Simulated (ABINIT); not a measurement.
# SnO2 (Cassiterite): a self-consistent loop beyond G0W0, cycle by cycle, part 3 of 3

Wanted: G0W0 and self-consistent gaps of SnO2 (Cassiterite), with the cost of the cycles.

ABINIT 10.8.3; LDA and many-body steps on it, plane waves. Known limits of the many-body steps: not at the basis limit; no spin-orbit coupling; coarse k mesh.

So far. Step 10 (evGW, cycle 1): Against G0W0 in ABINIT (2×2×4 mesh, 132 bands, screening to 106.1 eV, Godby-Needs plasmon pole), the gap moves by +0.693 eV. Step 13 (evGW, cycle 2): Against the cycle before, the gap moves by +0.054 eV.

**14. Screening, 2×2×4 mesh, 132 bands, screening to 106.1 eV**

This step: RPA screening on LDA, plane waves, norm-conserving pseudopotentials.

run.abi

```
acell 3*1.0 Angstrom
rprim 
  4.738000000000 0.000000000000 0.000000000000
  0.000000000000 4.738000000000 0.000000000000
  0.000000000000 0.000000000000 3.186500000000
ntypat 2
znucl 50 8
natom 6
typat 1 1 2 2 2 2
xred 
  0.000000000000 0.000000000000 0.000000000000
  0.500000000000 0.500000000000 0.500000000000
  0.307100000000 0.307100000000 0.000000000000
  0.192900000000 0.807100000000 0.500000000000
  0.692900000000 0.692900000000 0.000000000000
  0.807100000000 0.192900000000 0.500000000000
pp_dirpath "pseudos"
pseudos "Sn.upf, O.upf"
ecut 42
ngkpt 2 2 4
nshiftk 1
shiftk 0 0 0
kptopt 1
chksymbreak 0
istwfk *1
occopt 1
irdwfk 1
optdriver 3
nband 132
ecuteps 3.9
inclvkb 2
awtr 1
symchi 1
gwcalctyp 10
mbpt_sciss 3.098 eV
nqptdm 1
qptdm 
  0 0 0
indata_prefix "in"
outdata_prefix "out"
tmpdata_prefix "tmp"
```

Started as:

```console
$ OMP_NUM_THREADS=1 mpirun -n 8 abinit run.abi > log
```

Numbers of over 12 decimals in the logs are rounded to 6 here.

What it wrote:

```text
.Version 10.8.3 of ABINIT. v10.8.2 released Aug 2026.

 Symmetries : space group P4_2/m n m (#136); Bravais tP (primitive tetrag.)
[... echo of the input left out ...]
== DATASET  1 ==================================================================
-   mpi_nproc: 8, omp_nthreads: 1 (-1 if OMP is not activated)

--- !DatasetInfo
iteration_state: {dtset: 1, }
dimensions: {natom: 6, nkpt: 9, mband: 132, nsppol: 1, nspinor: 1, nspden: 1, mpw: 6312, }
cutoff_energies: {ecut:  42.0, pawecutdg:  -1.0, }
[...]
[... chi0 elements left out ...]
 For q-point:  0.000010 0.000020 0.000030
  dielectric constant =   4.0098
  dielectric constant without local fields =   4.1481

  Average fulfillment of the sum rule on Im[epsilon] for q-point    1 :     55.60  [%]
[... wings left out ...]
== END DATASET(S) ==============================================================
================================================================================

 -outvars: echo values of variables after computation  --------
           etotal      0.0000000000E+00
            nband         132
             nkpt           9
          spgroup         136
 [... the other variables as echoed above ...]

 Calculation completed.
```

Run time: 27 s. Hardware: 8 MPI ranks of Arm Neoverse V2, shared host; peak memory 2.8 GiB.

Numbers from this step:

```
ε∞ with local fields, on this mesh, along the program's q direction : 4.010
the same without local fields                                       : 4.148
plasma frequency                                                    : 36.20 eV
plane waves in the screening matrix                                 : 177
```

This screening uses the functional's bands under a rigid shift, the mean opening of the cycle before.

**15. Screening, 2×2×4 mesh, 132 bands, screening to 106.1 eV**

This step: RPA screening on LDA from quasiparticle energies, plane waves, norm-conserving pseudopotentials.

Edit run.abi of step 14 so:

```diff
@@ -33,7 +33,14 @@
 symchi 1
+irdqps 1
 gwcalctyp 10
-mbpt_sciss 3.098 eV
-nqptdm 1
+nqptdm 8
 qptdm 
-  0 0 0
+  0.5000000000 0.0000000000 0.0000000000
+  0.5000000000 0.5000000000 0.0000000000
+  0.0000000000 0.0000000000 0.2500000000
+  0.5000000000 0.0000000000 0.2500000000
+  0.5000000000 0.5000000000 0.2500000000
+  0.0000000000 0.0000000000 0.5000000000
+  0.5000000000 0.0000000000 0.5000000000
+  0.5000000000 0.5000000000 0.5000000000
 indata_prefix "in"
```

mrgscr.stdin

```
2
merged
q0_SCR
out_SCR
1
```

Started as:

```console
$ OMP_NUM_THREADS=1 mpirun -n 8 abinit run.abi > log; mrgscr < mrgscr.stdin
```

What it wrote:

```text
.Version 10.8.3 of ABINIT. v10.8.2 released Aug 2026.

 Symmetries : space group P4_2/m n m (#136); Bravais tP (primitive tetrag.)
[... echo of the input left out ...]
== DATASET  1 ==================================================================
-   mpi_nproc: 8, omp_nthreads: 1 (-1 if OMP is not activated)

--- !DatasetInfo
iteration_state: {dtset: 1, }
dimensions: {natom: 6, nkpt: 9, mband: 132, nsppol: 1, nspinor: 1, nspden: 1, mpw: 6312, }
cutoff_energies: {ecut:  42.0, pawecutdg:  -1.0, }
[...]
q-point number  1        q = ( 0.500000, 0.000000, 0.000000) [r.l.u.]
--------------------------------------------------------------------------------
[... chi0 elements left out ...]
  Average fulfillment of the sum rule on Im[epsilon] for q-point    2 :     62.16  [%]

--------------------------------------------------------------------------------
  q-point number  2        q = ( 0.500000, 0.500000, 0.000000) [r.l.u.]
--------------------------------------------------------------------------------
[... chi0 elements left out ...]
  Average fulfillment of the sum rule on Im[epsilon] for q-point    3 :     59.64  [%]

 [... 6 further q-points ...]
```

Elapsed: 24 s, on 8 MPI ranks; peak memory 2.4 GiB; 3.1 min of CPU time.

This step gave:

```
plasma frequency                    : 36.20 eV
plane waves in the screening matrix : 177
```

This screening reads the quasiparticle levels of the cycle before.

**16. evGW, cycle 3**

This step: evGW on LDA, plane waves, norm-conserving pseudopotentials.

Edit run.abi of step 15 so:

```diff
@@ -27,12 +27,10 @@
 irdwfk 1
-optdriver 3
+optdriver 4
 nband 132
-ecuteps 3.9
-inclvkb 2
-awtr 1
-symchi 1
-irdqps 1
 gwcalctyp 10
-nqptdm 8
-qptdm 
+ecutsigx 42
+symsigma 1
+nkptgw 9
+kptgw 
+  0.0000000000 0.0000000000 0.0000000000
   0.5000000000 0.0000000000 0.0000000000
@@ -45,2 +43,16 @@
   0.5000000000 0.5000000000 0.5000000000
+bdgw 
+  23 40
+  23 40
+  23 40
+  23 40
+  23 40
+  23 40
+  23 40
+  23 40
+  23 40
+ecuteps 3.9
+irdscr 1
+ppmodel 1
+irdqps 1
 indata_prefix "in"
```

Started as:

```console
$ OMP_NUM_THREADS=1 mpirun -n 8 abinit run.abi > log
```

What it wrote:

```text
.Version 10.8.3 of ABINIT. v10.8.2 released Aug 2026.

 Symmetries : space group P4_2/m n m (#136); Bravais tP (primitive tetrag.)
[... echo of the input left out ...]
== DATASET  1 ==================================================================
-   mpi_nproc: 8, omp_nthreads: 1 (-1 if OMP is not activated)

--- !DatasetInfo
iteration_state: {dtset: 1, }
dimensions: {natom: 6, nkpt: 9, mband: 132, nsppol: 1, nspinor: 1, nspden: 1, mpw: 6312, }
cutoff_energies: {ecut:  42.0, pawecutdg:  -1.0, }
[...]
.  kptgw no:  3; Maximum DeltaE = (   0.002   0.000) for band index:  1
[...]
.  kptgw no:  8; Maximum DeltaE = (  -0.002   0.000) for band index:  5
.  kptgw no:  9; Maximum DeltaE = (   0.004  -0.001) for band index:  1

== END DATASET(S) ==============================================================
================================================================================

 -outvars: echo values of variables after computation  --------
           etotal      0.0000000000E+00
            nband         132
             nkpt           9
          spgroup         136
 [... the other variables as echoed above ...]

 Calculation completed.
```

Run time: 61 s. Hardware: 8 MPI ranks; peak memory 3.7 GiB.

This step gave:

```yaml
quasiparticle_gap_on_the_mesh: 3.658 eV
gap_of_the_density_functional_on_the_mesh: 1.138 eV
k_of_the_valence_top: 0, 0, 0
k_of_the_conduction_bottom: 0, 0, 0
least_direct_quasiparticle_gap_on_the_computed_points: 3.658 eV
```

Against the cycle before, the gap moves by +0.005 eV.

**17. Side by side**

Times are wall times on 8 MPI ranks of Arm Neoverse V2, shared host, good to a factor of about two. A run's time includes the screening step that it read.

| run | mesh | bands | screening cutoff (eV) | DFT gap (eV) | gap on the mesh (eV) | direct (eV) | ε∞ used | time |
| --- | --- | --- | --- | --- | --- | --- | --- | --- |
| G0W0 | 2×2×4 | 132 | 106.1 | 1.138 | 2.906 | 2.906 | 5.42 | 56 s |
| evGW0, cycle 1 | 2×2×4 | 132 | 106.1 | 1.138 | 3.271 | 3.271 | 5.42 | 1.8 min |
| evGW0, cycle 2 | 2×2×4 | 132 | 106.1 | 1.138 | 3.156 | 3.156 | 5.42 | 1.8 min |
| evGW0, cycle 3 | 2×2×4 | 132 | 106.1 | 1.138 | 3.157 | 3.157 | 5.42 | 1.8 min |
| evGW, cycle 1 | 2×2×4 | 132 | 106.1 | 1.138 | 3.599 | 3.599 | 4.17 | 1.7 min |
| evGW, cycle 2 | 2×2×4 | 132 | 106.1 | 1.138 | 3.653 | 3.653 | 4.02 | 1.8 min |
| evGW, cycle 3 | 2×2×4 | 132 | 106.1 | 1.138 | 3.658 | 3.658 | 4.01 | 1.9 min |

**18. Summary of results**

```json
{
 "G0W0": "2.906 eV",
 "evGW0, cycle 1": "3.271 eV",
 "evGW0, cycle 2": "3.156 eV",
 "evGW0, cycle 3": "3.157 eV",
 "evGW, cycle 1": "3.599 eV",
 "evGW, cycle 2": "3.653 eV",
 "evGW, cycle 3": "3.658 eV",
 "known limits": "not at the basis limit; no spin-orbit coupling; coarse k mesh"
}
```

Only the bands that the input lists are updated; the others, empty or deep, keep the functional's energies or take a rigid shift. The evGW loop starts from the last levels of evGW0, so its cycles and time come on top of those. evGW0 ends at 3.16 eV, +0.25 eV from G0W0, after 3 cycles that took 3.1 min beside the first screening; the last moved the gap by 0.001 eV. evGW ends at 3.66 eV, +0.75 eV from G0W0, after 3 cycles that took 5.4 min beside the first screening; the last moved the gap by 0.005 eV. The first cycle of evGW0 takes the full correction, without the factor Z, so it overshoots the one-shot value. Against experiment, by evGW, cycle 3: the gap of 3.66 eV lies +0.06 eV from the measured 3.6 eV (kind not stated, quoted 2022). These are gaps on the mesh, at modest bands and cutoff. The calculation has static nuclei and no excitons; a measured gap holds zero-point and thermal motion, which mostly lowers it. Bands and cutoff are finite, so the gap is not at the basis limit. The miss can reach some tenths of an eV and take either sign; the mesh is an error of its own. The 2×2×4 mesh is coarse for this cell, which bears on the long-range parts of exchange and screening. In the updated screening the q = 0 part is built from Kohn-Sham bands under a rigid shift, the other q from the quasiparticle levels. The many-body steps are scalar-relativistic: spin-orbit coupling is not in them.

[Paths, hosts, dates, memory and timing lines, banners, echoed tables and standing remarks are left out of the program output.]

[Logs are printed without paths, hosts, clocks, repeated set-up lines and the standing remarks that a program may print on its own settings, such as how far it seeks lower states.]

[Runs of the session that timed out or met a known fault of the program may be left out.]

[Hosts, paths, dates, database ids (printed as entryN), source tags and the programs' standing remarks are cut or masked in the printed files.]

[G0W0 gaps are taken among the corrected bands and points alone; a level outside them can change the order at an edge.]

[Where Ansatz stands beside ABINIT at settings called matched, ABINIT's density can come from a denser mesh and the files from another edition; pairs whose starting gaps differed by over 0.03 eV were left out, so agreement reads better than it is.]
